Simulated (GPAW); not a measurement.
# Geometry or basis: what sets the conductance of a Na chain with CO on top of one atom

How well does a Na chain with CO on top of one atom conduct once its atoms have relaxed, and how much do cheaper levels lose?

Calculated with GPAW 26.7.0; GPAW LCAO, PAW setups; relaxation of the junction within the symmetry of its start, lead ends held, in the first sound run; inputs show where later runs differ.

### Step 1. The structure

The cell holds 17 atoms: 15 Na, 1 C and 1 O. Its edges and angles: a = 9.000 Å, b = 9.000 Å, c = 49.500 Å, α = 90.0°, β = 90.0°, γ = 90.0°. Regions: left lead, 7 atoms (7 Na); channel, 3 atoms (1 Na, 1 C and 1 O); right lead, 7 atoms (7 Na). Vacuum lies along a and b. The structure is stacked along c, and the current runs across the ab planes.

### Step 2. Relaxation

Transmission follows bond lengths closely, so the atoms between the held lead ends are relaxed first, within whatever symmetry the start has.

run.py reads:

```python
import json
from ase import Atoms
from ase.constraints import FixAtoms
from ase.optimize import BFGS
from gpaw import GPAW, FermiDirac

device = Atoms(
    ['Na', 'Na', 'Na', 'Na', 'Na', 'Na', 'Na', 'Na', 'C', 'O', 'Na', 'Na', 'Na', 'Na', 'Na', 'Na', 'Na'],
    positions=[
        [4.50000, 4.50000, 1.65000],
        [4.50000, 4.50000, 4.95000],
        [4.50000, 4.50000, 8.25000],
        [4.50000, 4.50000, 11.55000],
        [4.50000, 4.50000, 14.85000],
        [4.50000, 4.50000, 18.15000],
        [4.50000, 4.50000, 21.45000],
        [4.50000, 4.50000, 24.75000],
        [6.54420, 4.50000, 24.75000],
        [7.70420, 4.50000, 24.75000],
        [4.50000, 4.50000, 28.05000],
        [4.50000, 4.50000, 31.35000],
        [4.50000, 4.50000, 34.65000],
        [4.50000, 4.50000, 37.95000],
        [4.50000, 4.50000, 41.25000],
        [4.50000, 4.50000, 44.55000],
        [4.50000, 4.50000, 47.85000]],
    cell=[[9.0, 0.0, 0.0], [0.0, 9.0, 0.0], [0.0, 0.0, 49.5]],
    pbc=True)

device.set_constraint(FixAtoms([0, 1, 2, 3, 4, 5, 11, 12, 13, 14, 15, 16]))
device.calc = GPAW(mode='lcao', basis='dzp', xc='PBE', h=0.18,
                   kpts={'size': (1, 1, 2), 'gamma': True},
                   symmetry={'tolerance': 1e-3, 'extra_ids': [1, 1, 1, 1, 1, 1, 0, 0, 0, 0, 0, 1, 1, 1, 1, 1, 1]},
                   occupations=FermiDirac(0.1), maxiter=250,
                   mixer=dict(beta=0.1, nmaxold=8, weight=100.0),
                   convergence=dict(density=0.0001), txt='relax.txt')
path = []
opt = BFGS(device, maxstep=0.15)
opt.attach(lambda: path.append((device.get_potential_energy(), device.positions.tolist(), device.get_forces().tolist())))
relaxed = bool(opt.run(fmax=0.05, steps=50))
json.dump(dict(relaxed=relaxed, path=path, positions=device.positions.tolist(), moments=device.get_magnetic_moments().tolist(),
               forces=device.get_forces(apply_constraint=False).tolist()), open('result.json', 'w'))
```

On the command line:

```
> OMP_NUM_THREADS=1 OPENBLAS_NUM_THREADS=1 python run.py
```

What it wrote:

```text
Step          Energy          fmax
BFGS:    0      -24.152129        2.627016
BFGS:    1      -24.282889        2.000530
BFGS:    2      -24.483176        3.205074
BFGS:    3      -24.577732        1.476986
BFGS:    4      -24.595436        0.250911
BFGS:    5      -24.603637        0.298491
BFGS:    6      -24.605841        0.161878
BFGS:    7      -24.605986        0.061521
BFGS:    8      -24.605969        0.056942
BFGS:    9      -24.606009        0.060750
BFGS:   10      -24.605738        0.269084
BFGS:   11      -24.606070        0.040095
```

Elapsed: 18 min, on 1 thread of Arm Neoverse V1, shared host; peak memory 2.4 GiB.

Step by step:

| step | energy less that of the first step (eV) | largest force (eV/Å) |
| --- | --- | --- |
| 1 | 0.0000 | 2.6270 |
| 2 | -0.1317 | 2.0005 |
| 3 | -0.3298 | 3.2051 |
| 4 | -0.4307 | 1.4770 |
| 5 | -0.4477 | 0.2509 |
| 6 | -0.4563 | 0.2985 |
| 7 | -0.4593 | 0.1619 |
| 8 | -0.4595 | 0.0615 |
| 9 | -0.4597 | 0.0569 |
| 10 | -0.4596 | 0.0607 |
| 11 | -0.4591 | 0.2691 |
| 12 | -0.4596 | 0.0401 |

The atoms that moved most (Å):

| atom | dx | dy | dz | length |
| --- | --- | --- | --- | --- |
| Na8 | -0.372 | 0.000 | 0.000 | 0.372 |
| O10 | 0.190 | 0.000 | 0.000 | 0.190 |
| C9 | 0.183 | 0.000 | 0.000 | 0.183 |
| Na11 | 0.004 | 0.000 | 0.010 | 0.011 |
| Na7 | 0.004 | 0.000 | -0.010 | 0.011 |

The relaxation lowered the energy of the cell by 0.460 eV (energies extrapolated to zero smearing; the optimiser's log prints free energies). The largest force left on a free atom is 0.040 eV/Å.

### Step 3. Double-zeta polarised basis

The script solves lead and junction separately, takes H and S in the orbital basis, and joins semi-infinite leads through their self-energies; the dzp basis is the working standard.

This step: GPAW LCAO, PAW setups; Landauer transmission from Green's functions with principal layers (ASE), zero bias (GPAW 26.7.0).

run.py reads:

```python
import json
import numpy as np
from ase import Atoms
from ase.transport.calculators import TransportCalculator
from gpaw import GPAW, FermiDirac
from gpaw.lcao.tools import get_lcao_hamiltonian
from scipy.linalg import eigh

# The junction with lead layers at both ends, along the third cell vector
device = Atoms(
    ['Na', 'Na', 'Na', 'Na', 'Na', 'Na', 'Na', 'Na', 'C', 'O', 'Na', 'Na', 'Na', 'Na', 'Na', 'Na', 'Na'],
    positions=[
        [4.50000, 4.50000, 1.65000],
        [4.50000, 4.50000, 4.95000],
        [4.50000, 4.50000, 8.25000],
        [4.50000, 4.50000, 11.55000],
        [4.50000, 4.50000, 14.85000],
        [4.50000, 4.50000, 18.15000],
        [4.50424, 4.50000, 21.43964],
        [4.12808, 4.50000, 24.75000],
        [6.72706, 4.50000, 24.75000],
        [7.89382, 4.50000, 24.75000],
        [4.50424, 4.50000, 28.06036],
        [4.50000, 4.50000, 31.35000],
        [4.50000, 4.50000, 34.65000],
        [4.50000, 4.50000, 37.95000],
        [4.50000, 4.50000, 41.25000],
        [4.50000, 4.50000, 44.55000],
        [4.50000, 4.50000, 47.85000]],
    cell=[[9.0, 0.0, 0.0], [0.0, 9.0, 0.0], [0.0, 0.0, 49.5]],
    pbc=True)

# One principal layer of the lead: the first 4 atoms of the device
lead = Atoms(
    ['Na', 'Na', 'Na', 'Na'],
    positions=[
        [4.50000, 4.50000, 1.65000],
        [4.50000, 4.50000, 4.95000],
        [4.50000, 4.50000, 8.25000],
        [4.50000, 4.50000, 11.55000]],
    cell=[[9.0, 0.0, 0.0], [0.0, 9.0, 0.0], [0.0, 0.0, 13.2]],
    pbc=True)

settings = dict(mode='lcao', basis='dzp', xc='PBE', h=0.18,
                occupations=FermiDirac(0.1), maxiter=250,
                mixer=dict(beta=0.1, nmaxold=8, weight=100.0),
                convergence=dict(density=0.0001))
energies = np.arange(-2, 2 + 1e-9, 0.025)
eta = 0.0001
n1, n2 = 1, 1
# k and -k transmit alike, so half of the mesh across the current serves
mesh = [(i, j) for i in range(n1) for j in range(n2) if (i, j) <= (-i % n1, -j % n2)]
weights = np.array([1 if (i, j) == (-i % n1, -j % n2) else 2 for i, j in mesh]) / (n1 * n2)

# [... helper functions left out ...]
fermi_lead = ground_state(lead, (1, 1, 9), 'lead.txt')
fermi_device = ground_state(device, (1, 1, 2), 'device.txt')
# [... loop over the mesh left out, but for ...]
        # Shift the lead onto the potential of the device's first layer
        shift = ((H[:, 0, 0] - H0[:, 0, 0]) / S0[0, 0]).real.mean()
# [...]
kT = 8.617333e-5 * 300
bias = [0.1, 0.2, 0.5, 1.0, 1.5, 2.0]
# [... integrals and printing left out ...]
```

What it wrote:

```text
basis functions: device 281, principal layer 68
Fermi level: lead -2.4843 eV, device -2.4295 eV; lead shifted by 0.0002 eV
largest coupling past the next layer 4.16e-12 eV, largest misfit of the first layer 0.026 eV
  E-E_F (eV)   T (one spin)  channels
    -2.000    2.3487e-10    0.0000
    -1.975    2.3417e-10    0.0000
    -1.950    2.3345e-10    0.0000
    -1.925    2.3271e-10    0.0000
    -1.900    2.3195e-10    0.0000
    -1.875    2.3116e-10    0.0000
    -1.850    2.3036e-10    0.0000
    -1.825    2.2953e-10    0.0000
    -1.800    2.2867e-10    0.0000
    -1.775    2.2778e-10    0.0000
    -1.750    2.2686e-10    0.0000
    -1.725    2.2591e-10    0.0000
    -1.700    2.2492e-10    0.0000
    -1.675    2.2389e-10    0.0000
    -1.650    2.2282e-10    0.0000
    -1.625    2.2169e-10    0.0000
[...]
1.825    1.0325e+00    3.0000
     1.850    1.0809e+00    3.0000
     1.875    1.1254e+00    3.0000
     1.900    1.1675e+00    3.0000
     1.925    1.2077e+00    3.0000
     1.950    1.2466e+00    3.0000
     1.975    1.2844e+00    3.0000
     2.000    1.3212e+00    3.0000
conductance at 300 K: 0.30729 G0 a cell; thermopower 6.397 uV/K
current from the zero-bias T(E) at 0.1 V: 2.3723 uA
current from the zero-bias T(E) at 0.2 V: 4.6942 uA
current from the zero-bias T(E) at 0.5 V: 10.931 uA
current from the zero-bias T(E) at 1.0 V: 17.575 uA
current from the zero-bias T(E) at 1.5 V: 20.086 uA
current from the zero-bias T(E) at 2.0 V: 24.967 uA
```

It took 3.2 min on 1 thread; peak memory 2.6 GiB.

Numbers from this step:

```
conductance                                             : 0.3073 G₀
thermopower                                             : 6.397 μV/K
largest coupling past the next principal layer          : 4.16e-12 eV
largest misfit of the first principal layer             : 0.02642 eV
shift that aligns the lead                              : 1.90e-4 eV
basis functions of the junction                         : 281
basis functions of a principal layer                    : 68
transmission at the Fermi level (one spin)              : 0.3104
open channels of the lead at the Fermi level (one spin) : 1
```

One spin. The transmission, zone mean by energy, zero at the Fermi level:

energy (eV), transmission, zone mean and a bar:
```
   -2.000       0.00 
   -1.800       0.00 
   -1.600       0.00 
   -1.400       0.00 
   -1.200       0.00 
   -1.000       0.00 
   -0.825       0.57 #############
   -0.800       0.04 #
   -0.600       0.13 ###
   -0.400       0.23 #####
   -0.200       0.31 #######
   -0.100       0.32 #######
    0.000       0.31 #######
    0.200       0.21 #####
    0.400       0.08 ##
    0.600       0.00 
    0.800       0.12 ###
    1.000       0.39 #########
    1.200       0.59 #############
    1.400       0.70 ################
    1.600       0.76 #################
    1.800       0.98 ######################
    2.000       1.32 ##############################
```

Crossings of the lead's bands, unfolded to its shortest repeat. The open channels, zone mean by energy, zero at the Fermi level:

| energy (eV) | open channels, zone mean |
| --- | --- |
| -1.000 | 0 |
| -0.800 | 1 |
| -0.600 | 1 |
| -0.400 | 1 |
| -0.200 | 1 |
| 0.000 | 1 |
| 0.200 | 1 |
| 0.400 | 1 |
| 0.600 | 1 |
| 0.800 | 1 |
| 1.000 | 1 |
| 1.200 | 1 |
| 1.400 | 1 |
| 1.600 | 1 |
| 1.800 | 3 |
| 2.000 | 3 |

Not self-consistent under bias; the bias window is split evenly. Table of current through one cell, from the zero-bias transmission by bias:

| bias (V) | current through one cell, from the zero-bias transmission (μA) |
| --- | --- |
| 0.100 | 2.37 |
| 0.200 | 4.69 |
| 0.500 | 10.9 |
| 1.000 | 17.6 |
| 1.500 | 20.1 |
| 2.000 | 25.0 |

Table of transmission of the three most open eigenchannels by energy, zero at the Fermi level:

| energy (eV) | channel 1 | channel 2 | channel 3 |
| --- | --- | --- | --- |
| -0.900 | 1.9e-9 | 4.0e-11 | 0 |
| -0.800 | 0.0447 | 2.3e-8 | 1.2e-10 |
| -0.700 | 0.0520 | 9.7e-11 | 2.9e-12 |
| -0.600 | 0.127 | 1.2e-10 | 5.9e-11 |
| -0.500 | 0.185 | 1.4e-10 | 6.2e-11 |
| -0.400 | 0.233 | 1.4e-10 | 6.1e-11 |
| -0.300 | 0.275 | 1.4e-10 | 6.0e-11 |
| -0.200 | 0.309 | 1.4e-10 | 5.8e-11 |
| -0.100 | 0.324 | 1.4e-10 | 5.6e-11 |
| 0.000 | 0.310 | 1.4e-10 | 5.5e-11 |
| 0.100 | 0.270 | 1.4e-10 | 5.3e-11 |
| 0.200 | 0.213 | 1.4e-10 | 5.1e-11 |
| 0.300 | 0.149 | 1.4e-10 | 4.9e-11 |
| 0.400 | 0.0837 | 1.5e-10 | 4.6e-11 |
| 0.500 | 0.0269 | 1.8e-10 | 4.4e-11 |
| 0.600 | 4.3e-5 | 7.5e-9 | 4.2e-11 |
| 0.700 | 0.0299 | 6.1e-11 | 3.7e-11 |
| 0.800 | 0.123 | 8.3e-11 | 3.5e-11 |
| 0.900 | 0.254 | 9.0e-11 | 3.3e-11 |
| 1.000 | 0.387 | 9.3e-11 | 3.0e-11 |
| 1.100 | 0.500 | 9.4e-11 | 2.7e-11 |
| 1.200 | 0.587 | 9.4e-11 | 2.4e-11 |
| 1.300 | 0.651 | 9.3e-11 | 2.1e-11 |
| 1.400 | 0.697 | 9.3e-11 | 1.7e-11 |
| 1.500 | 0.730 | 9.2e-11 | 1.5e-11 |
| 1.600 | 0.757 | 9.1e-11 | 1.2e-11 |
| 1.700 | 0.782 | 9.0e-11 | 9.0e-12 |
| 1.800 | 0.926 | 0.0359 | 0.0135 |
| 1.900 | 0.970 | 0.109 | 0.0875 |
| 2.000 | 0.976 | 0.195 | 0.150 |

Couplings past the next layer reach 4.2e-12 eV, small enough to drop; the matrix elements of the cell's first layer differ from the bulk lead's by up to 0.026 eV. That layer keeps its own values in the calculation, and only beyond it is the lead taken as perfect. The Fermi levels of lead and junction count from different zeros of potential, one for each periodic cell; with both set to zero, the small remaining shift is what aligns them. By hand: G = 0.3073 × 77.48 μS = 23.8 μS, a resistance of 42.0 kΩ; at 0.1 V a linear junction would pass 2.38 μA, and the integral over the bias window gives 2.37 μA. Mott's formula, S = -(π²/3)(k_B²T/e) d ln T/dE, has the prefactor 7.33 μV/K·eV at 300 K; T = 0.3165 at -0.025 eV and 0.3026 at 0.025 eV give a slope of -0.900 per eV and S = 6.59 μV/K, beside 6.40 μV/K from the thermal integral, which interpolates the same grid.

### Step 4. Single-zeta polarised basis

The second zeta is dropped, the polarisation orbitals stay.

Changes to run.py since step 3:

```diff
@@ -43,3 +43,3 @@
 
-settings = dict(mode='lcao', basis='dzp', xc='PBE', h=0.18,
+settings = dict(mode='lcao', basis='szp(dzp)', xc='PBE', h=0.18,
                 occupations=FermiDirac(0.1), maxiter=250,
```

What it wrote:

```text
basis functions: device 168, principal layer 40
Fermi level: lead -2.5059 eV, device -2.4689 eV; lead shifted by -0.0025 eV
largest coupling past the next layer 4.06e-12 eV, largest misfit of the first layer 0.023 eV
  E-E_F (eV)   T (one spin)  channels
    -2.000    1.2389e-09    0.0000
    -1.975    1.2365e-09    0.0000
    -1.950    1.2341e-09    0.0000
    -1.925    1.2316e-09    0.0000
    -1.900    1.2292e-09    0.0000
    -1.875    1.2267e-09    0.0000
    -1.850    1.2243e-09    0.0000
    -1.825    1.2218e-09    0.0000
    -1.800    1.2194e-09    0.0000
    -1.775    1.2169e-09    0.0000
    -1.750    1.2145e-09    0.0000
    -1.725    1.2121e-09    0.0000
    -1.700    1.2097e-09    0.0000
    -1.675    1.2073e-09    0.0000
    -1.650    1.2050e-09    0.0000
    -1.625    1.2027e-09    0.0000
[...]
1.825    9.9344e-01    3.0000
     1.850    1.0402e+00    3.0000
     1.875    1.0857e+00    3.0000
     1.900    1.1303e+00    3.0000
     1.925    1.1746e+00    3.0000
     1.950    1.2192e+00    3.0000
     1.975    1.2643e+00    3.0000
     2.000    1.3098e+00    3.0000
conductance at 300 K: 0.18714 G0 a cell; thermopower 12.6 uV/K
current from the zero-bias T(E) at 0.1 V: 1.4427 uA
current from the zero-bias T(E) at 0.2 V: 2.8426 uA
current from the zero-bias T(E) at 0.5 V: 6.4355 uA
current from the zero-bias T(E) at 1.0 V: 9.837 uA
current from the zero-bias T(E) at 1.5 V: 13.359 uA
current from the zero-bias T(E) at 2.0 V: 22.046 uA
```

Elapsed: 2.5 min, on 1 thread; peak memory 2.5 GiB.

This step gave:

- conductance: 0.1871 G₀
- thermopower: 12.60 μV/K
- largest coupling past the next principal layer: 4.06e-12 eV
- largest misfit of the first principal layer: 0.02297 eV
- shift that aligns the lead: -0.002504 eV
- basis functions of the junction: 168
- basis functions of a principal layer: 40
- transmission at the Fermi level (one spin): 0.1898

One spin. Table of transmission, zone mean by energy, zero at the Fermi level:

| energy (eV) | transmission, zone mean |
| --- | --- |
| -2.000 | 1.2e-9 |
| -1.800 | 1.2e-9 |
| -1.600 | 1.2e-9 |
| -1.400 | 1.2e-9 |
| -1.200 | 1.2e-9 |
| -1.000 | 1.2e-9 |
| -0.800 | 0.00270 |
| -0.600 | 0.0693 |
| -0.400 | 0.146 |
| -0.200 | 0.204 |
| -0.125 | 0.211 |
| 0.000 | 0.190 |
| 0.200 | 0.0923 |
| 0.400 | 0.00469 |
| 0.600 | 0.0753 |
| 0.800 | 0.350 |
| 1.000 | 0.594 |
| 1.200 | 0.728 |
| 1.400 | 0.792 |
| 1.600 | 0.825 |
| 1.800 | 0.945 |
| 2.000 | 1.31 |

Crossings of the lead's bands, unfolded to its shortest repeat. The open channels, zone mean by energy, zero at the Fermi level:

energy (eV), open channels, zone mean and a bar:
```
   -0.900       0.00 
   -0.800       1.00 ##########
   -0.700       1.00 ##########
   -0.600       1.00 ##########
   -0.500       1.00 ##########
   -0.400       1.00 ##########
   -0.300       1.00 ##########
   -0.200       1.00 ##########
   -0.100       1.00 ##########
    0.000       1.00 ##########
    0.100       1.00 ##########
    0.200       1.00 ##########
    0.300       1.00 ##########
    0.400       1.00 ##########
    0.500       1.00 ##########
    0.600       1.00 ##########
    0.700       1.00 ##########
    0.800       1.00 ##########
    0.900       1.00 ##########
    1.000       1.00 ##########
    1.100       1.00 ##########
    1.200       1.00 ##########
    1.300       1.00 ##########
    1.400       1.00 ##########
    1.500       1.00 ##########
    1.600       1.00 ##########
    1.700       1.00 ##########
    1.800       3.00 ##############################
    1.900       3.00 ##############################
    2.000       3.00 ##############################
```

Not self-consistent under bias; the bias window is split evenly. The current through one cell, from the zero-bias transmission by bias:

| bias (V) | current through one cell, from the zero-bias transmission (μA) |
| --- | --- |
| 0.100 | 1.44 |
| 0.200 | 2.84 |
| 0.500 | 6.44 |
| 1.000 | 9.84 |
| 1.500 | 13.4 |
| 2.000 | 22.0 |

The transmission of the three most open eigenchannels by energy, zero at the Fermi level:

| energy (eV) | channel 1 | channel 2 | channel 3 |
| --- | --- | --- | --- |
| -0.900 | 1.3e-9 | 0 | 0 |
| -0.800 | 0.00270 | 1.5e-9 | 0 |
| -0.700 | 0.0336 | 9.2e-10 | 0 |
| -0.600 | 0.0693 | 9.2e-10 | 0 |
| -0.500 | 0.109 | 9.2e-10 | 0 |
| -0.400 | 0.146 | 9.1e-10 | 0 |
| -0.300 | 0.179 | 9.0e-10 | 0 |
| -0.200 | 0.204 | 8.9e-10 | 0 |
| -0.100 | 0.210 | 8.7e-10 | 0 |
| 0.000 | 0.190 | 8.6e-10 | 0 |
| 0.100 | 0.146 | 8.4e-10 | 0 |
| 0.200 | 0.0923 | 8.3e-10 | 0 |
| 0.300 | 0.0401 | 8.4e-10 | 0 |
| 0.400 | 0.00469 | 9.7e-10 | 0 |
| 0.500 | 0.00874 | 5.7e-10 | 0 |
| 0.600 | 0.0753 | 6.4e-10 | 0 |
| 0.700 | 0.201 | 6.4e-10 | 0 |
| 0.800 | 0.350 | 6.2e-10 | 0 |
| 0.900 | 0.487 | 6.0e-10 | 0 |
| 1.000 | 0.594 | 5.8e-10 | 0 |
| 1.100 | 0.673 | 5.6e-10 | 0 |
| 1.200 | 0.728 | 5.3e-10 | 0 |
| 1.300 | 0.766 | 5.0e-10 | 0 |
| 1.400 | 0.792 | 4.8e-10 | 0 |
| 1.500 | 0.811 | 4.5e-10 | 0 |
| 1.600 | 0.825 | 4.2e-10 | 0 |
| 1.700 | 0.839 | 3.9e-10 | 0 |
| 1.800 | 0.919 | 0.0138 | 0.0123 |
| 1.900 | 0.963 | 0.112 | 0.0552 |
| 2.000 | 0.973 | 0.250 | 0.0872 |

The conductance, 0.187 G₀, lies 39 % below that of the dzp run.

### Step 5. Minimal basis

One function for each valence shell of the setup, as for a first survey of a large system.

Changes to run.py since step 4:

```diff
@@ -43,3 +43,3 @@
 
-settings = dict(mode='lcao', basis='szp(dzp)', xc='PBE', h=0.18,
+settings = dict(mode='lcao', basis='sz(dzp)', xc='PBE', h=0.18,
                 occupations=FermiDirac(0.1), maxiter=250,
```

What it wrote:

```text
basis functions: device 113, principal layer 28
Fermi level: lead -2.4843 eV, device -2.4575 eV; lead shifted by 0.0007 eV
largest coupling past the next layer 4.26e-12 eV, largest misfit of the first layer 0.028 eV
  E-E_F (eV)   T (one spin)  channels
    -2.000    2.2185e-13    0.0000
    -1.975    2.2059e-13    0.0000
    -1.950    2.1934e-13    0.0000
[...]
1.975    1.2946e+00    3.0000
     2.000    1.3434e+00    3.0000
conductance at 300 K: 0.12695 G0 a cell; thermopower 27.61 uV/K
current from the zero-bias T(E) at 0.1 V: 0.97724 uA
current from the zero-bias T(E) at 0.2 V: 1.9177 uA
current from the zero-bias T(E) at 0.5 V: 4.2912 uA
current from the zero-bias T(E) at 1.0 V: 8.274 uA
current from the zero-bias T(E) at 1.5 V: 17.991 uA
current from the zero-bias T(E) at 2.0 V: 32.644 uA
```

Elapsed: 100 s, on 1 thread; peak memory 2.4 GiB.

Numbers from this step:

* conductance: 0.1270 G₀
* thermopower: 27.61 μV/K
* largest coupling past the next principal layer: 4.26e-12 eV
* largest misfit of the first principal layer: 0.02791 eV
* shift that aligns the lead: 7.09e-4 eV
* basis functions of the junction: 113
* basis functions of a principal layer: 28
* transmission at the Fermi level (one spin): 0.1294

One spin. The transmission, zone mean by energy, zero at the Fermi level:

| energy (eV) | transmission, zone mean |
| --- | --- |
| -2.000 | 0 |
| -1.900 | 0 |
| -1.800 | 0 |
| -1.700 | 0 |
| -1.600 | 0 |
| -1.500 | 0 |
| -1.400 | 0 |
| -1.300 | 0 |
| -1.200 | 0 |
| -1.100 | 0 |
| -1.000 | 0 |
| -0.900 | 0 |
| -0.800 | 0.00161 |
| -0.700 | 0.0258 |
| -0.600 | 0.0594 |
| -0.500 | 0.0956 |
| -0.400 | 0.129 |
| -0.300 | 0.157 |
| -0.200 | 0.174 |
| -0.175 | 0.175 |
| -0.100 | 0.167 |
| 0.000 | 0.129 |
| 0.100 | 0.0718 |
| 0.200 | 0.0181 |
| 0.300 | 0.00160 |
| 0.400 | 0.0624 |
| 0.500 | 0.217 |
| 0.600 | 0.416 |
| 0.700 | 0.588 |
| 0.800 | 0.707 |
| 0.900 | 0.782 |
| 1.000 | 0.828 |
| 1.100 | 0.857 |
| 1.200 | 0.873 |
| 1.300 | 0.883 |
| 1.400 | 0.888 |
| 1.500 | 0.889 |
| 1.600 | 0.890 |
| 1.700 | 0.891 |
| 1.800 | 0.976 |
| 1.900 | 1.15 |
| 2.000 | 1.34 |

The conductance, 0.127 G₀, lies 59 % below that of the dzp run.

[end of part 1 of 2]

[Logs are printed without paths, hosts, clocks, repeated set-up lines and the standing remarks that a program may print on its own settings, such as how far it seeks lower states.]

[Hosts, paths, dates, database ids (printed as entryN), source tags and the programs' standing remarks are cut or masked in the printed files.]
